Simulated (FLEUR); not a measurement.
# Collinear magnetic orders of MnO (Manganosite) with FLEUR

A self-consistent run ends on one state, which hangs on the start. Several orders of MnO (Manganosite) are started in FLEUR and their energies compared.

Calculated with FLEUR MaX-R8.1; LDA (VWN) with U = 4.9 eV, J = 0.9 eV on Mn d; all-electron FLAPW, Dirac cores, scalar-relativistic bands.

## 1. Starting point

It takes space group Fm-3m (No. 225, cubic). Conventional cell: a = 4.446 Å, b = 4.446 Å, c = 4.446 Å, α = 90.00°, β = 90.00°, γ = 90.00°. Nearest to Mn lie 6 O at 2.22 Å. Nearest to O lie 6 Mn at 2.22 Å. Farther neighbours and most contacts between anions are not listed.

Coordinates:

```cif
data_structure
_symmetry_space_group_name_H-M 'P 1'
_symmetry_Int_Tables_number 1
_cell_length_a 3.1438
_cell_length_b 3.1438
_cell_length_c 3.1438
_cell_angle_alpha 60.000
_cell_angle_beta 60.000
_cell_angle_gamma 60.000
_cell_volume 21.97
loop_
_atom_site_label
_atom_site_type_symbol
_atom_site_fract_x
_atom_site_fract_y
_atom_site_fract_z
_atom_site_occupancy
Mn1 Mn 0.00000 0.00000 0.00000 1
O2 O 0.50000 0.50000 0.50000 1
```

## 2. Order 1, typed as ferro +

The parallel start comes first: it shows whether parallel moments hold. The U counters the self-interaction that shrinks the moments of a localised shell.

inpgen writes inp.xml from crystal.txt; cutoffs, mixing, functional, smearing and local orbitals are then set in the file. The k list default-1 (kpts.xml, not shown) is a Γ-centred 8×8×8 mesh; where the ranks do not divide the number of points, some are split in two of half the weight.

Contents of inp.xml:

```
<?xml version="1.0" encoding="UTF-8" standalone="no"?>
<fleurInput fleurInputVersion="0.39">
   <comment>
      MnO
   </comment>
   <calculationSetup>
      <cutoffs Kmax="4.05" Gmax="12.1" GmaxXC="12.1" numbands="0"/>
      <scfLoop itmax="130" minDistance="0.0001" maxIterBroyd="15" imix="Anderson" alpha="0.05" precondParam="0.0" spinf="2.0" sdNocoIR="T"/>
      <coreElectrons ctail="T" frcor="F" kcrel="0" coretail_lmax="0"/>
      <xcFunctional name="vwn" relativisticCorrections="F"/>
      <magnetism jspins="2"/>
      <soc l_soc="F" theta="0.0" phi="0.0" spav="F"/>
      <expertModes spex="0" secvar="F"/>
      <geometryOptimization l_f="F" forcealpha="1.0" forcemix="BFGS" epsdisp="0.00001" epsforce="0.00001"/>
      <ldaU l_linMix="F" mixParam="0.05" spinf="1.0"/>
   </calculationSetup>
   <cell>
      <bzIntegration valenceElectrons="21.0" mode="hist" fermiSmearingEnergy="0.00110248">
         <kPointListSelection listName="default-1"/>
         <xi:include xmlns:xi="http://www.w3.org/2001/XInclude" href="kpts.xml"> </xi:include>
      </bzIntegration>
      <xi:include xmlns:xi="http://www.w3.org/2001/XInclude" href="sym.xml"> </xi:include>
      <bulkLattice scale="1.0">
         <bravaisMatrix>
            <row-1>    0.0000000000000000     4.2008611749857998     4.2008611749857998</row-1>
            <row-2>    4.2008611749857998     0.0000000000000000     4.2008611749857998</row-2>
            <row-3>    4.2008611749857998     4.2008611749857998     0.0000000000000000</row-3>
         </bravaisMatrix>
      </bulkLattice>
   </cell>
   <atomSpecies>
      <species name="Manganese 4.500" element="Mn" atomicNumber="25">
         <mtSphere radius="2.62" gridPoints="867" logIncrement="0.014"/>
         <atomicCutoffs lmax="10" lnonsphr="8"/>
         <electronConfig flipSpins="F">
            <coreConfig>(1s1/2) (2s1/2) (2p1/2) (2p3/2)</coreConfig>
            <valenceConfig>(3s1/2) (3p1/2) (3p3/2) (4s1/2) (3d3/2) (3d5/2)</valenceConfig>
            <stateOccupation state="(3d3/2)" spinUp="1.75" spinDown="0.25"/>
            <stateOccupation state="(3d5/2)" spinUp="3.0" spinDown="0.0"/>
         </electronConfig>
         <energyParameters s="4" p="4" d="3" f="4"/>
         <ldaU l="2" U="4.9" J="0.9" l_amf="F"/>
         <lo type="SCLO" l="0" n="3" eDeriv="0"/>
         <lo type="SCLO" l="1" n="3" eDeriv="0"/>
      </species>
      <species name="Oxygen (O)" element="O" atomicNumber="8">
         <mtSphere radius="1.48" gridPoints="489" logIncrement="0.022"/>
         <atomicCutoffs lmax="6" lnonsphr="4"/>
         <electronConfig flipSpins="F">
            <coreConfig>(1s1/2)</coreConfig>
            <valenceConfig>(2s1/2) (2p1/2) (2p3/2)</valenceConfig>
            <stateOccupation state="(2p1/2)" spinUp="0.666667" spinDown="0.666667"/>
            <stateOccupation state="(2p3/2)" spinUp="1.333333" spinDown="1.333333"/>
         </electronConfig>
         <energyParameters s="2" p="2" d="3" f="4"/>
      </species>
   </atomSpecies>
   <atomGroups>
      <atomGroup species="Manganese 4.500">
         <relPos label="                   1">.0000000000 .0000000000 .0000000000</relPos>
         <force calculate="T" relaxXYZ="TTT"/>
      </atomGroup>
      <atomGroup species="Oxygen (O)">
         <relPos label="                   2">1.000/2.000 1.000/2.000 1.000/2.000</relPos>
         <force calculate="T" relaxXYZ="TTT"/>
      </atomGroup>
   </atomGroups>
   <output dos="F" band="F" slice="F">
      <bandDOS minEnergy="-.5*Htr" maxEnergy="0.5*Htr" sigma="0.015" storeEVData="T"/>
      <plotting iplot="0" polar="F">
         <plot TwoD="T" vec1="  1.0  0.0  0.0" vec2="  0.0  1.0  0.0" vec3="  0.0  0.0  1.0" zero="  0.0  0.0  0.0" file="plot"/>
      </plotting>
      <moessbauerParams electricFieldGradient="F" isomerShift="F" coreHyperfine="F" valenceHyperfine="F"/>
   </output>
</fleurInput>
```

Contents of crystal.txt:

```
MnO
&input film=F cartesian=F /
0.00000000000  2.22300000000  2.22300000000
2.22300000000  0.00000000000  2.22300000000
2.22300000000  2.22300000000  0.00000000000
1.8897261246
1.0 1.0 1.0

2
25 0.00000000000  0.00000000000  0.00000000000 : 4.500
8 0.50000000000  0.50000000000  0.50000000000

&kpt div1=8 div2=8 div3=8 gamma=T /
```

The run is started by

```bash
$ OMP_NUM_THREADS=1 inpgen -f crystal.txt > inpgen.log  # inp.xml is then edited as shown
$ OMP_NUM_THREADS=1 mpirun -n 4 fleur_MPI > fleur.log
```

Output:

```text
Welcome to FLEUR        (www.flapw.de)
      MaX-Release 8.1          (www.max-centre.eu)

 ========== k-point set info ==========
 Selected k-point list: default-1
 k-point list type: mesh
 0 x 0 x 0
 Number of k points: 32

 ------------Calculation Setup---------------------------
 Number of MPI-tasks      :            4
 Number of PE/node        :            4
 Number of OMP-threads    :            1
 k-points in parallel     :            4
 pe's per k-point         :            1
 No of k-point loops      :            8
 Eigenvalue solver        :       lapack
 Number of basis functions:          188
 Approximate size of matrices (H+S) per k-point:         0.001 GB
 --------------------------------------------------------
 no density matrix found ... skipping LDA+U
 Reset of history
 Iteration:     1   Distance:      20.33020642 me/bohr^3
 Iteration:     2   Distance:      18.58387998 me/bohr^3
 Iteration:     3   Distance:      15.94736803 me/bohr^3
 Iteration:     4   Distance:       8.29984319 me/bohr^3
 Iteration:     5   Distance:       6.40828517 me/bohr^3
 Iteration:     6   Distance:       2.75478471 me/bohr^3
 Iteration:     7   Distance:       0.68354676 me/bohr^3
 Iteration:     8   Distance:       0.57872736 me/bohr^3
 Iteration:     9   Distance:       0.10743557 me/bohr^3
 Iteration:    10   Distance:       0.09137037 me/bohr^3
 Iteration:    11   Distance:       0.01767696 me/bohr^3
 Iteration:    12   Distance:       0.02572403 me/bohr^3
 Iteration:    13   Distance:       0.00291525 me/bohr^3
 Iteration:    14   Distance:       0.00332549 me/bohr^3
 Iteration:    15   Distance:       0.00029086 me/bohr^3
 Iteration:    16   Distance:       0.00003629 me/bohr^3

 ********************************************************************
 Run finished successfully
 Stop message:
   all done
 ********************************************************************

--- out.xml (last complete iteration) ---
<iteration numberForCurrentRun="   16" overallNumber="   16">
         [... left out ...]
         <bandgap value="0.2946950598" units="eV"/>
         <sumValenceSingleParticleEnergies value="-12.9882881536" units="Htr"/>
         <FermiEnergy value="0.2926970247" units="Htr"/>
         <valenceDensity>
            <mtCharges spin="1">
               <mtCharge atomType="1" total="9.4344617" s="1.1876388" p="3.2322729" d="4.9320199" f="0.0576683"/>
               <mtCharge atomType="2" total="2.4449417" s="0.7409198" p="1.6982999" d="0.0049575" f="0.0006421"/>
            </mtCharges>
            <mtCharges spin="2">
               <mtCharge atomType="1" total="4.7307125" s="1.1494671" p="3.2025408" d="0.3087862" f="0.0485184"/>
               <mtCharge atomType="2" total="2.2869544" s="0.7200141" p="1.5663267" d="0.0005375" f="0.0000537"/>
            </mtCharges>
            <spinDependentCharge spin="1" total="13.0000000" interstitial="1.1205966" mtSpheres="11.8794034"/>
            <spinDependentCharge spin="2" total="8.0000000" interstitial="0.9823331" mtSpheres="7.0176669"/>
            <totalCharge value="21.0000000000"/>
         </valenceDensity>
         [... left out ...]
         <allElectronCharges>
            <spinDependentCharge spin="1" total="19.0000000" interstitial="1.1205966" mtSpheres="17.8794034"/>
            <spinDependentCharge spin="2" total="14.0000000" interstitial="0.9823331" mtSpheres="13.0176669"/>
            <totalCharge value="32.9999999993"/>
         </allElectronCharges>
         <magneticMomentsInMTSpheres units="muBohr">
            <globalMagMoment atomType="1" vec="0.00000   0.00000   4.70375"/>
            <localMagMoment atomType="1" vec="0.00000   0.00000   4.70375"/>
            <globalMagMoment atomType="2" vec="0.00000   0.00000   0.15799"/>
            <localMagMoment atomType="2" vec="0.00000   0.00000   0.15799"/>
         </magneticMomentsInMTSpheres>
         <moessbauerParams unitsHFF="kG" unitsIS="e/bohr^3" unitsEFG="Htr/bohr^2">
         </moessbauerParams>
         <totalEnergy value="    -1231.3183669879" units="Htr">
            <sumOfEigenvalues value="     -708.2785844607">
               <coreElectrons value="-695.2902963071"/>
               <valenceElectrons value="-12.9882881536"/>
            </sumOfEigenvalues>
            <densityCoulombPotentialIntegral value="-1875.7510690090"/>
            <densityEffectivePotentialIntegral value="-1952.9260555989"/>
            <chargeDenXCDenIntegral value="-58.3390778134"/>
            <FockExchangeEnergyValence value="0.0000000000"/>
            <FockExchangeEnergyCore value="0.0000000000"/>
            <atomTypeDependentContributions atomType="1">
               <electronNucleiInteractionDifferentMTs value="1381.2172645327"/>
               <MadelungTerm value="-7.9289152895"/>
            </atomTypeDependentContributions>
            <atomTypeDependentContributions atomType="2">
               <electronNucleiInteractionDifferentMTs value="86.6146368129"/>
               <MadelungTerm value="-4.3502153477"/>
            </atomTypeDependentContributions>
            <dftUCorrection value="-0.3598061747"/>
            <tkbTimesEntropy value="0.0000006968"/>
            <freeEnergy value="-1231.3183676847"/>
            <extrapolationTo0K value="-1231.3183673363"/>
         </totalEnergy>
         <ldaUDensityMatrix>
            <densityMatrixFor spin="1" atomType="1" uIndex="1" l="2" U="4.90000000" J="0.90000000">
               (+0.99124,+0.00000) (+0.00000,+0.00000) (+0.00000,+0.00000) (+0.00000,+0.00000) (+0.02420,+0.00000)
               (+0.00000,+0.00000) (+0.96704,+0.00000) (+0.00000,+0.00000) (+0.00000,+0.00000) (+0.00000,+0.00000)
               (+0.00000,+0.00000) (+0.00000,+0.00000) (+1.01545,+0.00000) (+0.00000,+0.00000) (+0.00000,+0.00000)
               (+0.00000,+0.00000) (+0.00000,+0.00000) (+0.00000,+0.00000) (+0.96704,+0.00000) (+0.00000,+0.00000)
               (+0.02420,+0.00000) (+0.00000,+0.00000) (+0.00000,+0.00000) (+0.00000,+0.00000) (+0.99124,+0.00000)
            </densityMatrixFor>
            <densityMatrixFor spin="2" atomType="1" uIndex="1" l="2" U="4.90000000" J="0.90000000">
               (+0.07006,+0.00000) (+0.00000,+0.00000) (+0.00000,+0.00000) (+0.00000,+0.00000) (+0.04152,+0.00000)
               (+0.00000,+0.00000) (+0.02854,+0.00000) (+0.00000,+0.00000) (+0.00000,+0.00000) (+0.00000,+0.00000)
               (+0.00000,+0.00000) (+0.00000,+0.00000) (+0.11158,+0.00000) (+0.00000,+0.00000) (+0.00000,+0.00000)
               (+0.00000,+0.00000) (+0.00000,+0.00000) (+0.00000,+0.00000) (+0.02854,+0.00000) (+0.00000,+0.00000)
               (+0.04152,+0.00000) (+0.00000,+0.00000) (+0.00000,+0.00000) (+0.00000,+0.00000) (+0.07006,+0.00000)
            </densityMatrixFor>
         </ldaUDensityMatrix>
         <ldaUDensityMatrixConvergence>
            <distance spin="1" distance="0.000000"/>
            <distance spin="2" distance="0.000000"/>
         </ldaUDensityMatrixConvergence>
         <densityConvergence units="me/bohr^3">
            <chargeDensity spin="1" distance="0.0000257235"/>
            <chargeDensity spin="2" distance="0.0000253432"/>
            <overallChargeDensity distance="0.0000362913"/>
            <spinDensity distance="0.0000359290"/>
         </densityConvergence>
      </iteration>
```

Run time: 8 s. Hardware: 4 MPI ranks of Intel Xeon Platinum 8488C (Sapphire Rapids), shared host; peak memory 0.23 GiB; 31 s of CPU time.

Numbers from this step:

```yaml
free_energy: -33505.8797 eV
program_s_band_gap_on_this_mesh_in_a_metal_only_a_level_spacing: 0.2947 eV
magnetization: 5 μB
final_state: ferromagnetic
largest_moment: 4.704 μB
```

After 16 cycles the largest moment stands at 4.70 μB.

[end of part 1 of 3]

[Logs and program files are shortened in this print: banners, set-up blocks, solver, clock and traceback lines can be left out without a mark of their own.]

[Logs are printed without paths, hosts, clocks, repeated set-up lines and the standing remarks that a program may print on its own settings, such as how far it seeks lower states.]

[Hosts, paths, dates, database ids (printed as entryN), source tags and the programs' standing remarks are cut or masked in the printed files.]

[Where a cell is said to come from a database of computed structures, the database is the Materials Project.]
